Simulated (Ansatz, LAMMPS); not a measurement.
# Squeezing and shearing glassy 47SiO2-40B2O3-7CaO-7Na2O (mol %) (112 atoms)

Aim: relax glassy 47SiO2-40B2O3-7CaO-7Na2O (mol %) (112 atoms), then change its volume and shape to read moduli from the stress.

Program: Ansatz 0.2.0. Level of theory: Kohn-Sham DFT, PBE, PAW (set soft_2), plane waves. Results are calculated unless marked as measured.

## 1. The starting structure

The cell holds 112 atoms: 14 Si, 24 B, 2 Ca, 4 Na and 68 O. Cell: a = 11.050 Å, b = 11.050 Å, c = 11.050 Å, α = 90.0°, β = 90.0°, γ = 90.0°. 112 atoms (14 Si, 24 B, 2 Ca, 4 Na, 68 O) placed at random at 2.17 g/cm³, melted at 3000 K for 20 ps at fixed volume with the Buckingham and Coulomb pair potential of Guillot and Sator (Geochim. Cosmochim. Acta 71, 1249 (2007)) with the boron terms of Wang et al. (J. Non-Cryst. Solids 498, 294 (2018)). Quenched from 3000 K to 300 K at 20 K/ps and fixed volume, held 10 ps at zero pressure, then minimised at fixed cell.

What the set-up can't give: The quench rate of 20 K/ps is many orders above laboratory rates, so the cell is likely richer in defects and strain than a real sample. The starting topology of bonds comes from the classical model, and needn't be the one that DFT or experiment would give. Sampling is at Γ alone.

## 2. Single point at the start

A single point comes first, to see the forces before anything moves.

File input.yaml:

```yaml
crystal:
  lattice:
    - [11.04963, 0.0, 0.0]
    - [0.0, 11.04963, 0.0]
    - [0.0, 0.0, 11.04963]
  atoms:
    - { symbol: Si, position: [0.29413, 0.69063, 0.9605] }
    - { symbol: Si, position: [0.33616, 0.99979, 0.18958] }
    - { symbol: Si, position: [0.30729, 0.44398, 0.54045] }
    - { symbol: Si, position: [0.68997, 0.49626, 0.09029] }
    - { symbol: Si, position: [0.61775, 0.94691, 0.22449] }
    - { symbol: Si, position: [0.29907, 0.61808, 0.33136] }
    - { symbol: Si, position: [0.08585, 0.67839, 0.6004] }
    - { symbol: Si, position: [0.76973, 0.38747, 0.3465] }
    - { symbol: Si, position: [0.56058, 0.85901, 0.85823] }
    - { symbol: Si, position: [0.06966, 0.52333, 0.02674] }
    - { symbol: Si, position: [0.84418, 0.12271, 0.95682] }
    - { symbol: Si, position: [0.7547, 0.73495, 0.36694] }
    - { symbol: Si, position: [0.41657, 0.09981, 0.9488] }
    - { symbol: Si, position: [0.65321, 0.25641, 0.70302] }
    - { symbol: B, position: [0.77691, 0.98464, 0.76104] }
    - { symbol: B, position: [0.13829, 0.8289, 0.25947] }
    - { symbol: B, position: [0.89925, 0.35349, 0.66012] }
    - { symbol: B, position: [0.1709, 0.41934, 0.23708] }
    - { symbol: B, position: [0.30719, 0.16177, 0.71376] }
    - { symbol: B, position: [0.99735, 0.50514, 0.40914] }
    - { symbol: B, position: [0.20392, 0.89098, 0.62574] }
    - { symbol: B, position: [0.12643, 0.27999, 0.60383] }
    - { symbol: B, position: [0.11043, 0.00442, 0.43351] }
    - { symbol: B, position: [0.98771, 0.54363, 0.79153] }
    - { symbol: B, position: [0.50253, 0.0703, 0.60892] }
    - { symbol: B, position: [0.33293, 0.49507, 0.80686] }
    - { symbol: B, position: [0.87273, 0.83662, 0.59002] }
    - { symbol: B, position: [0.54755, 0.37467, 0.50332] }
    - { symbol: B, position: [0.53612, 0.67319, 0.4119] }
    - { symbol: B, position: [0.83629, 0.65378, 0.94493] }
    - { symbol: B, position: [0.62071, 0.26248, 0.97825] }
    - { symbol: B, position: [0.95132, 0.69464, 0.18369] }
    - { symbol: B, position: [0.21789, 0.18208, 0.32425] }
    - { symbol: B, position: [0.78478, 0.88334, 0.03112] }
    - { symbol: B, position: [0.51728, 0.68207, 0.0559] }
    - { symbol: B, position: [0.50439, 0.82786, 0.6051] }
    - { symbol: B, position: [0.78935, 0.1276, 0.2777] }
    - { symbol: B, position: [0.21455, 0.91845, 0.86268] }
    - { symbol: Ca, position: [0.39267, 0.3758, 0.10052] }
    - { symbol: Ca, position: [0.04494, 0.99843, 0.10491] }
    - { symbol: Na, position: [0.15188, 0.27216, 0.91489] }
    - { symbol: Na, position: [0.02085, 0.07105, 0.7263] }
    - { symbol: Na, position: [0.69194, 0.53163, 0.74997] }
    - { symbol: Na, position: [0.98587, 0.26847, 0.19426] }
    - { symbol: O, position: [0.5714, 0.35411, 0.62548] }
    - { symbol: O, position: [0.32748, 0.41075, 0.89967] }
    - { symbol: O, position: [0.55669, 0.7502, 0.95699] }
    - { symbol: O, position: [0.24423, 0.92842, 0.73936] }
    - { symbol: O, position: [0.34422, 0.616, 0.84228] }
    - { symbol: O, position: [0.60746, 0.12285, 0.65564] }
    - { symbol: O, position: [0.39258, 0.67335, 0.06921] }
    - { symbol: O, position: [0.19401, 0.20625, 0.68115] }
    - { symbol: O, position: [0.07387, 0.46689, 0.31582] }
    - { symbol: O, position: [0.19166, 0.35437, 0.52669] }
    - { symbol: O, position: [0.08781, 0.59242, 0.72078] }
    - { symbol: O, position: [0.66402, 0.84076, 0.31533] }
    - { symbol: O, position: [0.14821, 0.97602, 0.55078] }
    - { symbol: O, position: [0.27709, 0.49858, 0.24619] }
    - { symbol: O, position: [0.08828, 0.90739, 0.3565] }
    - { symbol: O, position: [0.7885, 0.29499, 0.66125] }
    - { symbol: O, position: [0.8093, 0.78687, 0.49356] }
    - { symbol: O, position: [0.69586, 0.91259, 0.82642] }
    - { symbol: O, position: [0.81844, 0.76476, 0.00353] }
    - { symbol: O, position: [0.80454, 0.24559, 0.31926] }
    - { symbol: O, position: [0.34132, 0.15069, 0.834] }
    - { symbol: O, position: [0.03038, 0.47142, 0.89472] }
    - { symbol: O, position: [0.88919, 0.06219, 0.23994] }
    - { symbol: O, position: [0.88205, 0.4533, 0.41817] }
    - { symbol: O, position: [0.12912, 0.41884, 0.11129] }
    - { symbol: O, position: [0.68011, 0.91038, 0.09549] }
    - { symbol: O, position: [0.31383, 0.10709, 0.29013] }
    - { symbol: O, position: [0.98175, 0.7841, 0.62326] }
    - { symbol: O, position: [0.51002, 0.196, 0.0071] }
    - { symbol: O, position: [0.22374, 0.90609, 0.19319] }
    - { symbol: O, position: [0.16952, 0.62749, 0.00011] }
    - { symbol: O, position: [0.33013, 0.46148, 0.68532] }
    - { symbol: O, position: [0.12721, 0.12272, 0.39075] }
    - { symbol: O, position: [0.65342, 0.62952, 0.39458] }
    [... 28 atom lines left out ...]
    - { symbol: O, position: [0.96628, 0.59611, 0.10574] }
    - { symbol: O, position: [0.32508, 0.06736, 0.05882] }
    - { symbol: O, position: [0.91325, 0.64235, 0.84556] }
    - { symbol: O, position: [0.20366, 0.29524, 0.27213] }
    - { symbol: O, position: [0.62813, 0.27723, 0.84573] }
    - { symbol: O, position: [0.20262, 0.72458, 0.30561] }
kpoints:
  mp_grid: { grid: [1, 1, 1] }
hamiltonian:
  xc: pbe
scf:
  occupations: { method: fixed }
output:
  forces: true
```

Started as:

```
$ ansatz run input.yaml --threads 4 --pin off --max-ram 8192MiB --backend cpu --events-out ev --progress --plain --runs-dir out
```

The log of the run:

```text
[...]
Pseudopotentials: kind: paw
Pseudopotential: Si, paw, valence charge 4, recommended cutoff 420 eV (normal), Si.paw.azcp
Pseudopotential: B, paw, valence charge 3, recommended cutoff 420 eV (normal), B.paw.azcp
Pseudopotential: Ca, paw, valence charge 10, recommended cutoff 420 eV (normal), Ca.paw.azcp
Pseudopotential: Na, paw, valence charge 9, recommended cutoff 420 eV (normal), Na.paw.azcp
Pseudopotential: O, paw, valence charge 6, recommended cutoff 420 eV (normal), O.paw.azcp
[... 5 lines on functional and potentials left out ...]
Crystal: 112 atoms, lattice volume = 1349.097 Å³
Basis set: ecut = 420 eV, 26193 PW (Γ), exchange–correlation on 150×150×150 points (8 copies of the dense FFT grid, shifted against one another)
Bands: 408, of which v1, the nominal top of the filled ones, is band 296 counted from 1 (295 counted from 0)
Symmetry: 1 space group operations
Space group: P1 (ITA 1), of the structure as read, at distance tolerance 1.1e-4 Å
k-points: 1
[... 11 lines on functional and potentials left out ...]
Initial density: superposition of atomic densities (neutral atoms: chi_scale 0, normalization atom), corrected by the library's trained network
Initial wavefunctions: pseudopotential atomic-orbital guess
[...]
SCF iter   1: F=—  HF=-60910.923545 eV  |F-HF|=—  |Δ(HF+E_count)|=         —  Δρ=3.29e-3  dr2=1.36e-1  ethr=1.77e-3  ⟨swp⟩=9.0  Hψ=1321  notcnv=0  defer=110
preconditioner: auto → Resta (q_TF=auto, 2.378 Å⁻¹)  ε∞=3.0  [insulator: Δε(μ)=3.611 eV  Ē_g=17.239 eV  n_scr=304 (ndim 8)  ℏωp=24.3 eV  f_vac=0.151  ε∞_Penn≈3.0]
SCF iter   2: F=—  HF=-60910.928098 eV  |F-HF|=—  |Δ(HF+E_count)|=   4.55e-3  Δρ=1.68e-3  dr2=3.13e-2  ethr=2.30e-5  ⟨swp⟩=5.0  Hψ=629  notcnv=0  defer=110
SCF iter   3: F=—  HF=-60910.930594 eV  |F-HF|=—  |Δ(HF+E_count)|=   2.50e-3  Δρ=6.79e-4  dr2=7.73e-3  ethr=5.29e-6  ⟨swp⟩=3.0  Hψ=509  notcnv=0  defer=89
automatic band count: iteration 3 solves 387 bands in place of 408: the levels show a gap, and the empty bands left out lie too high to hold charge; the band table lists the bands solved (type scf.n_extra_bands for more)
SCF iter   4: F=—  HF=-60910.931201 eV  |F-HF|=—  |Δ(HF+E_count)|=   6.07e-4  Δρ=2.33e-4  dr2=8.41e-4  ethr=1.31e-6  ⟨swp⟩=3.0  Hψ=509  notcnv=0  defer=89
SCF iter   5: F=—  HF=-60910.931201 eV  |F-HF|=—  |Δ(HF+E_count)|=   4.89e-7  Δρ=1.29e-4  dr2=2.32e-4  ethr=1.42e-7  ⟨swp⟩=3.0  Hψ=521  notcnv=0  defer=89
SCF iter   6: F=—  HF=-60910.931217 eV  |F-HF|=—  |Δ(HF+E_count)|=   1.68e-5  Δρ=5.76e-5  dr2=4.86e-5  ethr=3.91e-8  ⟨swp⟩=3.0  Hψ=510  notcnv=0  defer=89
SCF iter   7: F=—  HF=-60910.929059 eV  |F-HF|=—  |Δ(HF+E_count)|=   2.16e-3  Δρ=2.02e-5  dr2=6.41e-6  ethr=8.20e-9  ⟨swp⟩=2.0  Hψ=677  notcnv=0  defer=89
SCF iter   8: F=—  HF=-60910.929061 eV  |F-HF|=—  |Δ(HF+E_count)|=   1.90e-6  Δρ=1.24e-5  dr2=1.81e-6  ethr=1.08e-9  ⟨swp⟩=2.0  Hψ=531  notcnv=0  defer=89
SCF iter   9: F=-60910.929061 eV  HF=-60910.929061 eV  |F-HF|=4.23e-8  |Δ(HF+E_count)|=   1.17e-7  Δρ=2.43e-6  dr2=7.97e-8  ethr=1.69e-11  ⟨swp⟩=3.0  Hψ=1493  notcnv=0
SCF 1 converged in 9 iterations: F = -60910.929061 eV  dr2 = 7.97e-8
[...]
SCF converged after 9 iterations
Free energy (F): -60910.929061 eV
Harris-Foulkes:  -60910.929061 eV  (|F-HF|=4.23e-8)
Internal energy: -60910.929061 eV  (E = F + TS)
E sigma→0 (E₀):  -60910.929061 eV
Fermi energy:    3.870865 eV
--- Per-component energies (eV) ---
[...]
Σ components = -60910.929061   (vs F -60910.929061, Δ=0.00e0)
--- Forces (eV/Å), atoms counted from 1 ---
  atom   1  Si    -0.87203283    -0.59397290    -1.52568980
  atom   2  Si    -0.28094531    -0.13135091     0.77716311
  atom   3  Si     0.30967909     0.54962068     1.49332072
  atom   4  Si    -0.13571883     0.06647095    -0.50406280
[...]
atom 112  O      0.78666993    -0.68874779     0.25140505
  max |Σ_I F_I| component: 7.90e-5 eV/Å
```

It took 13 s on 4 threads of Arm Neoverse V2, shared host; peak memory 1.6 GiB.

Reading the cycles: dr2 is the Hartree energy of the density residual (eV), the measure of convergence; HF is the Harris–Foulkes estimate of the energy, which meets the free energy F at convergence.

The r.m.s. force at the start is 0.82 eV/Å.

(Part 1 of 4 ends here.)

[Logs are printed without paths, hosts, clocks, repeated set-up lines and the standing remarks that a program may print on its own settings, such as how far it seeks lower states.]

[Hosts, paths, dates, database ids (printed as entryN), source tags and the programs' standing remarks are cut or masked in the printed files.]
